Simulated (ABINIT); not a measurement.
# AlGaN2 (P3m1): G0W0 with ABINIT, start to end

Wanted: ground state, empty states, screening and self-energy for AlGaN2 (P3m1).

Program: ABINIT 10.8.3. Level of theory: LDA and many-body steps on it, plane waves. Results are calculated unless marked as measured.

**1. The structure**

It takes space group P3m1 (No. 156, trigonal). Conventional cell: a = 3.145 Å, b = 3.145 Å, c = 5.097 Å, α = 90.00°, β = 90.00°, γ = 120.00°. Nearest to Al lie 4 N at 1.89 to 1.90 Å. Nearest to Ga lie 4 N at 1.93 to 1.96 Å. N has 3 Al at 1.90 Å and 1 Ga at 1.96 Å nearest. Nearest to N lie 1 Al at 1.89 Å and 3 Ga at 1.93 Å. Farther neighbours and most contacts between anions are not listed.

Coordinates:

```cif
data_structure
_symmetry_space_group_name_H-M 'P 1'
_symmetry_Int_Tables_number 1
_cell_length_a 3.1453
_cell_length_b 3.1453
_cell_length_c 5.0969
_cell_angle_alpha 90.000
_cell_angle_beta 90.000
_cell_angle_gamma 120.000
_cell_volume 43.67
loop_
_atom_site_label
_atom_site_type_symbol
_atom_site_fract_x
_atom_site_fract_y
_atom_site_fract_z
_atom_site_occupancy
Al1 Al 0.00000 0.00000 0.99926 1
Ga2 Ga 0.66667 0.33333 0.49717 1
N3 N 0.66667 0.33333 0.11180 1
N4 N 0.00000 0.00000 0.62816 1
```

The cell and positions are those that the Materials Project relaxed with its own functionals (PBE, PBE+U or r2SCAN), kept fixed.

**2. Ground state**

This step: ABINIT 10.8.3; DFT, LDA, plane waves, norm-conserving pseudopotentials.

The ground-state density comes first.

Input file run.abi:

```
acell 3*1.0 Angstrom
rprim 
  3.145282644058 -0.000000000015 0.000000000000
  -1.572641322016 2.723894671844 0.000000000000
  0.000000000000 0.000000000000 5.096893730000
ntypat 3
znucl 13 31 7
natom 4
typat 1 2 3 3
xred 
  0.000000000000 0.000000000000 0.999263770000
  0.666666666667 0.333333333333 0.497174210000
  0.666666666667 0.333333333333 0.111803640000
  0.000000000000 0.000000000000 0.628158390000
pp_dirpath "pseudos"
pseudos "Al.upf, Ga.upf, N.upf"
ecut 45
ngkpt 6 6 4
nshiftk 1
shiftk 0 0 0
kptopt 1
chksymbreak 0
nband 23
occopt 1
tolvrs 1e-10
nstep 60
prtwf 0
optforces 0
optstress 0
indata_prefix "in"
outdata_prefix "out"
tmpdata_prefix "tmp"
```

Launch:

```console
$ OMP_NUM_THREADS=1 mpirun -n 4 abinit run.abi > log
```

Numbers of over 12 decimals in the logs are rounded to 6 here.

The log of the run:

```text
.Version 10.8.3 of ABINIT. v10.8.2 released Aug 2026.

 Symmetries : space group P3 m 1 (#156); Bravais hP (primitive hexag.)
================================================================================
 Values of the parameters that define the memory need of the present run
     intxc =       0    ionmov =       0      iscf =       7    lmnmax =       6
     lnmax =       6     mgfft =      60  mpssoang =       3    mqgrid =    3001
     natom =       4  nloc_mem =       1    nspden =       1   nspinor =       1
    nsppol =       1      nsym =       6    n1xccc =    2501    ntypat =       3
    occopt =       1   xclevel =       1
-    mband =          23        mffmem =           1         mkmem =           6
       mpw =        4275          nfft =       77760          nkpt =          24
================================================================================
  Rough estimation (10% accuracy) of disk space for files :
================================================================================

--------------------------------------------------------------------------------
------------- Echo of variables that govern the present computation ------------
--------------------------------------------------------------------------------
 -outvars: echo values of preprocessed input variables --------
            acell      1.8897261259E+00  1.8897261259E+00  1.8897261259E+00 Bohr

      chksymbreak           0
             ecut      4.50000000E+01 Hartree
-          fftalg         312

              ixc       -1012
              kpt      0.00000000E+00  0.00000000E+00  0.00000000E+00
                       1.66666667E-01  0.00000000E+00  0.00000000E+00
                       3.33333333E-01  0.00000000E+00  0.00000000E+00
                       5.00000000E-01  0.00000000E+00  0.00000000E+00
                       1.66666667E-01  1.66666667E-01  0.00000000E+00
                       3.33333333E-01  1.66666667E-01  0.00000000E+00
                       3.33333333E-01  3.33333333E-01  0.00000000E+00
                       0.00000000E+00  0.00000000E+00  2.50000000E-01
                       1.66666667E-01  0.00000000E+00  2.50000000E-01
   [... 13 further rows ...]
                       3.33333333E-01  1.66666667E-01  5.00000000E-01
                       3.33333333E-01  3.33333333E-01  5.00000000E-01
         kptrlatt        6    0    0      0    6    0      0    0    4
          kptrlen      3.56623367E+01
P           mkmem           6
            natom           4
            nband          23
            ngfft          36      36      60
             nkpt          24
            nstep          60
             nsym           6
           ntypat           3
              occ      2.000000  2.000000  2.000000  2.000000  2.000000  2.000000
                       2.000000  2.000000  2.000000  2.000000  2.000000  2.000000
                       2.000000  2.000000  2.000000  2.000000  2.000000  0.000000
                       0.000000  0.000000  0.000000  0.000000  0.000000
        optforces           0
        optstress           0
            prtwf           0
            rprim      3.1452826441E+00 -1.5000000000E-11  0.0000000000E+00
[...]
spgroup         156

           tolvrs      1.00000000E-10

             xred      0.0000000000E+00  0.0000000000E+00  9.9926377000E-01
[...]
znucl       13.00000   31.00000    7.00000

================================================================================

 chkinp: Checking input parameters for consistency.

================================================================================
== DATASET  1 ==================================================================
-   mpi_nproc: 4, omp_nthreads: 1 (-1 if OMP is not activated)

--- !DatasetInfo
iteration_state: {dtset: 1, }
dimensions: {natom: 4, nkpt: 24, mband: 23, nsppol: 1, nspinor: 1, nspden: 1, mpw: 4275, }
cutoff_energies: {ecut:  45.0, pawecutdg:  -1.0, }
electrons: {nelect:   3.40000000E+01, charge:   0.00000000E+00, occopt:   1.00000000E+00, tsmear:   1.00000000E-02, }

 Real(R)+Recip(G) space primitive vectors, cartesian coordinates (Bohr,Bohr^-1):
 R(1)=  5.9437228  0.0000000  0.0000000  G(1)=  0.1682447  0.0971361  0.0000000
 R(2)= -2.9718614  5.1474149  0.0000000  G(2)=  0.0000000  0.1942723  0.0000000
 R(3)=  0.0000000  0.0000000  9.6317332  G(3)=  0.0000000  0.0000000  0.1038235
 Unit cell volume ucvol=  2.9468102E+02 bohr^3
 Angles (23,13,12)=  9.00000000E+01  9.00000000E+01  1.20000000E+02 degrees

 getcut: wavevector=  0.0000  0.0000  0.0000  ngfft=  36  36  60
         ecut(hartree)=     45.000   => boxcut(ratio)=   2.00573

--- Pseudopotential description ------------------------------------------------
- Al Generated using ONCVPSP code by D. R. Hamann
- 13.00000   3.00000  180309                  znucl, zion, pspdat
12 -1012 2 -1 1854                            pspcod,pspxc,lmax,lloc,mmax
     nproj     2     2     2
  pspatm : epsatm=    0.57439143
         --- l  ekb(1:nproj) -->
[...]
pspatm: atomic psp has been read  and splines computed

- Ga Generated using ONCVPSP code by D. R. Hamann
- 31.00000  21.00000  180309                  znucl, zion, pspdat
12 -1012 2 -1 1858                            pspcod,pspxc,lmax,lloc,mmax
     nproj     2     2     2
  pspatm : epsatm=   21.89818218
         --- l  ekb(1:nproj) -->
[...]
pspatm: atomic psp has been read  and splines computed

- N Generated using ONCVPSP code by D. R. Hamann
-  7.00000   5.00000  180309                  znucl, zion, pspdat
12 -1012 1 -1 1058                            pspcod,pspxc,lmax,lloc,mmax
     nproj     2     2     0
  pspatm : epsatm=    5.30777321
         --- l  ekb(1:nproj) -->
[...]
pspatm: atomic psp has been read  and splines computed

   1.12499608E+03                                ecore*ucvol(ha*bohr**3)
--------------------------------------------------------------------------------

_setup2: Arith. and geom. avg. npw (full set) are    4248.813    4248.794

================================================================================

--- !BeginCycle
iteration_state: {dtset: 1, }
solver: {iscf: 7, nstep: 60, nline: 4, wfoptalg: 0, }
tolerances: {tolvrs: 1.00E-10, }

     iter   Etot(hartree)      deltaE(h)  residm     vres2
 ETOT  1  -268.48442120006    -2.685E+02 6.123E-01 5.477E+03
 ETOT  2  -269.88070005443    -1.396E+00 1.338E-01 7.135E+03
 ETOT  3  -271.13197904750    -1.251E+00 4.091E-02 5.209E+02
 ETOT  4  -271.16123330048    -2.925E-02 2.345E-02 2.810E+02
 ETOT  5  -271.18387893847    -2.265E-02 4.259E-03 7.405E+01
 ETOT  6  -271.19130711880    -7.428E-03 4.292E-03 8.804E+00
 ETOT  7  -271.19189843663    -5.913E-04 2.803E-03 1.560E+00
 ETOT  8  -271.19199097908    -9.254E-05 9.059E-03 4.090E-01
 ETOT  9  -271.19204536131    -5.438E-05 5.235E-03 3.112E-03
 ETOT 10  -271.19204596881    -6.075E-07 4.784E-03 1.345E-05
 ETOT 11  -271.19204597005    -1.246E-09 2.195E-03 8.618E-07
 ETOT 12  -271.19204597018    -1.239E-10 1.493E-03 1.140E-08
 ETOT 13  -271.19204597017     6.423E-12 5.359E-04 4.661E-10
 ETOT 14  -271.19204597017     3.297E-12 3.435E-04 3.113E-11

 At SCF step   14       vres2   =  3.11E-11 < tolvrs=  1.00E-10 =>converged.

--- !ResultsGS
iteration_state: {dtset: 1, }
comment   : Summary of ground state results
lattice_vectors:
- [  5.9437228,  -0.0000000,   0.0000000, ]
- [ -2.9718614,   5.1474149,   0.0000000, ]
- [  0.0000000,   0.0000000,   9.6317332, ]
lattice_lengths: [   5.94372,    5.94372,    9.63173, ]
lattice_angles: [ 90.000,  90.000, 120.000, ] # degrees, (23, 13, 12)
lattice_volume:   2.9468102E+02
convergence: {deltae:  3.297E-12, res2:  3.113E-11, residm:  3.435E-04, diffor:  0.000E+00, }
etotal    :  -2.71192046E+02
entropy   :   0.00000000E+00
fermie    :   2.27216883E-01
cartesian_stress_tensor: null
pressure_GPa: null
xred      :
- [  0.0000E+00,   0.0000E+00,   9.9926E-01, Al]
- [  6.6667E-01,   3.3333E-01,   4.9717E-01, Ga]
- [  6.6667E-01,   3.3333E-01,   1.1180E-01,  N]
- [  0.0000E+00,   0.0000E+00,   6.2816E-01,  N]
cartesian_forces: null
force_length_stats: {min: null, max: null, mean: null, }

 Integrated electronic density in atomic spheres:
 ------------------------------------------------
 Atom  Sphere_radius  Integrated_density
[...]
4        2.00000          5.27834777
================================================================================

 ----iterations are completed or convergence reached----

 Mean square residual over all n,k,spin=   11.800E-07; max=  34.353E-05
 reduced coordinates (array xred) for    4 atoms
       0.000000000000      0.000000000000      0.999263770000
       0.666666666667      0.333333333333      0.497174210000
       0.666666666667      0.333333333333      0.111803640000
       0.000000000000      0.000000000000      0.628158390000
 rms dE/dt=  0.0000E+00; max dE/dt=  0.0000E+00; dE/dt below (all hartree)
    1       0.000000000000      0.000000000000      0.000000000000
    2       0.000000000000      0.000000000000      0.000000000000
    3       0.000000000000      0.000000000000      0.000000000000
    4       0.000000000000      0.000000000000      0.000000000000

 cartesian coordinates (angstrom) at end:
    1      0.000000     0.000000     5.093141
    2      1.572641     0.907965     2.534044
    3      1.572641     0.907965     0.569851
    4      0.000000     0.000000     3.201657
 length scales=  1.889726125908  1.889726125908  1.889726125908 bohr
              =  1.000000000000  1.000000000000  1.000000000000 angstroms
 prteigrs : about to open file out_EIG
 Fermi (or HOMO) energy (hartree) =   0.22722   Average Vxc (hartree)=  -0.42739
 Eigenvalues (hartree) for nkpt=  24  k points:
 kpt#   1, nband= 23, wtk=  0.00694, kpt=  0.0000  0.0000  0.0000 (reduced coord)
  -4.96083   -3.16612   -3.16602   -3.16602   -0.34272   -0.29941   -0.26325   -0.26325
  -0.25359   -0.25359   -0.21788   -0.01719    0.18683    0.18683    0.22290    0.22722
   0.22722    0.33410    0.42848    0.57907    0.60953    0.60953    0.65824
 prteigrs : prtvol=0 or 1, do not print more k-points.

--- !EnergyTerms
iteration_state     : {dtset: 1, }
comment             : Components of total free energy in Hartree
kinetic             :  1.35615632319496E+02
hartree             :  1.26205274451647E+02
xc                  : -3.25800240223089E+01
Ewald energy        : -1.21813753536273E+02
psp_core            :  3.81767399894366E+00
local_psp           : -3.21227191749300E+02
non_local_psp       : -6.12096574323716E+01
total_energy        : -2.71192045970167E+02
total_energy_eV     : -7.37951150973204E+03
band_energy         : -3.11199853813699E+01

== END DATASET(S) ==============================================================
================================================================================

 -outvars: echo values of variables after computation  --------
           etotal     -2.7119204597E+02
            nband          23
             nkpt          24
          spgroup         156
 [... the other variables as echoed above ...]

 Calculation completed.
```

Wall time 26 s (4 MPI ranks of Intel Xeon Platinum 8559C (Emerald Rapids), shared host); peak memory 0.37 GiB; 1.7 min of CPU time.

This step gave:

* total energy: -7379.5115 eV
* gap: 2.908 eV
* k of the valence top: 0, 0, 0
* k of the conduction bottom: 0, 0, 0
* least direct gap: 2.908 eV

The gap is direct, at Γ.

(Continued in part 2 of 3.)

[Paths, hosts, dates, memory and timing lines, banners, echoed tables and standing remarks are left out of the program output.]

[Logs are printed without paths, hosts, clocks, repeated set-up lines and the standing remarks that a program may print on its own settings, such as how far it seeks lower states.]

[Runs of the session that timed out or met a known fault of the program may be left out.]

[Hosts, paths, dates, database ids (printed as entryN), source tags and the programs' standing remarks are cut or masked in the printed files.]

[G0W0 gaps are taken among the corrected bands and points alone; a level outside them can change the order at an edge.]

[Where Ansatz stands beside ABINIT at settings called matched, ABINIT's density can come from a denser mesh and the files from another edition; pairs whose starting gaps differed by over 0.03 eV were left out, so agreement reads better than it is.]
